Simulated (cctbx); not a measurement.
# A disordered crystal of nominal Nd2MnSe4

Cell a = 11.4240 Å, b = 11.4240 Å, c = 11.4240 Å, α = 90.00°, β = 90.00°, γ = 90.00°; space group Fd-3m (no. 227, origin choice 1); nominal formula Nd2MnSe4.

Simulated single-crystal data (cctbx): synchrotron X-rays, λ = 0.4959 Å, to d = 0.75 Å, 70 % of the full sphere, strongest reflection 20000 counts, noise from counting, a 3 % proportional error and a noise floor of 8 counts (s.d.); no absorption.

With every site full:

```text
Rint 0.034, 115 unique reflections to 0.75 A
cycle     R1     wR2    GooF  max shift (A)
   1  0.1186  0.2566  16.850   0.00013
   2  0.0134  0.0321   2.109   0.00000
final R1 0.0134 wR2 0.0321 GooF 2.109  parameters 6  data/parameter 19.2
atom        x        y        z      Ueq    occ   su(xyz)  su(Uiso or U11)
Nd1    0.37500  0.12500  0.37500   0.0089  1.000  0.00000  0.0002
Se1    0.12611  0.12611  0.37389   0.0056  1.000  0.00003  0.0002
Mn2    0.25000  0.75000  0.25000   0.0004  1.000  0.00000  0.0003
difference map: max 1.62 min -0.62 rms 0.20
Q1    0.0000  0.0000  0.5000    8    1.62  0.00 A from Mn2
Q2    0.0789  0.0789  0.8577   96    0.49  0.76 A from Se1
Q3    0.0261  0.0261  0.0982   96    0.45  1.63 A from Nd1
Q4    0.0785  0.0785  0.3544   96    0.44  0.80 A from Se1
Q5    0.0472  0.1699  0.1699   96    0.36  1.15 A from Nd1
Q6    0.0000  0.0000  0.3076   48    0.34  2.17 A from Se1
```

With the occupancies of the suspect sites free, each still typed as its main element:

```text
Rint 0.034, 115 unique reflections to 0.75 A
cycle     R1     wR2    GooF  max shift (A)
   1  0.0623  0.1355   8.979   0.00009
  20  0.0080  0.0161   1.068   0.00000
final R1 0.0079 wR2 0.0160 GooF 1.059  parameters 8  data/parameter 14.4
atom        x        y        z      Ueq    occ   su(xyz)  su(Uiso or U11)
Nd1    0.37500  0.12500  0.37500   0.0085  0.980  0.00000  0.0001
Se1    0.12610  0.12610  0.37390   0.0062  1.000  0.00001  0.0001
Mn2    0.25000  0.75000  0.25000   0.0033  1.053  0.00000  0.0003
su of occupancy Nd1: 0.002
su of occupancy Mn2: 0.006
difference map: max 0.44 min -0.64 rms 0.15
Q1    0.0267  0.0267  0.0979   96    0.47  1.62 A from Nd1
Q2    0.0710  0.0710  0.3502   96    0.43  0.93 A from Se1
Q3    0.0712  0.0712  0.8547   96    0.42  0.89 A from Se1
Q4    0.0000  0.0000  0.5000    8    0.41  0.00 A from Mn2
Q5    0.0519  0.0519  0.4481   32    0.36  1.03 A from Mn2
Q6    0.0372  0.1741  0.1741   96    0.33  1.28 A from Nd1
```

**Question.** What is the disorder?

X-rays count electrons. Nd1 refines to 0.980(0.002), or 58.8 electrons; the site truly holds 0.975 Nd and 0.025 Mn, 59.1 electrons, which is 0.985 of Nd; Mn2 refines to 1.053(0.006), or 26.3 electrons; the site truly holds 0.95 Mn and 0.05 Nd, 26.8 electrons, which is 1.070 of Mn. A value under 1 can't tell vacancies from a lighter guest, and one over 1 needs a heavier guest; chemistry or a second radiation must settle which. Occupancy correlates with U and the scale, and the two elements' form factors differ in shape, so the match is approximate.

Freeing them takes R1 from 0.0134 to 0.0079 and GooF from 2.11 to 1.06.

The model is made up (kin elements in a known structure type, no relaxation), so it says nothing on whether the phase exists.

[Middle refinement cycles are left out of these outputs.]

[Logs are printed without paths, hosts, clocks, repeated set-up lines and the standing remarks that a program may print on its own settings, such as how far it seeks lower states.]
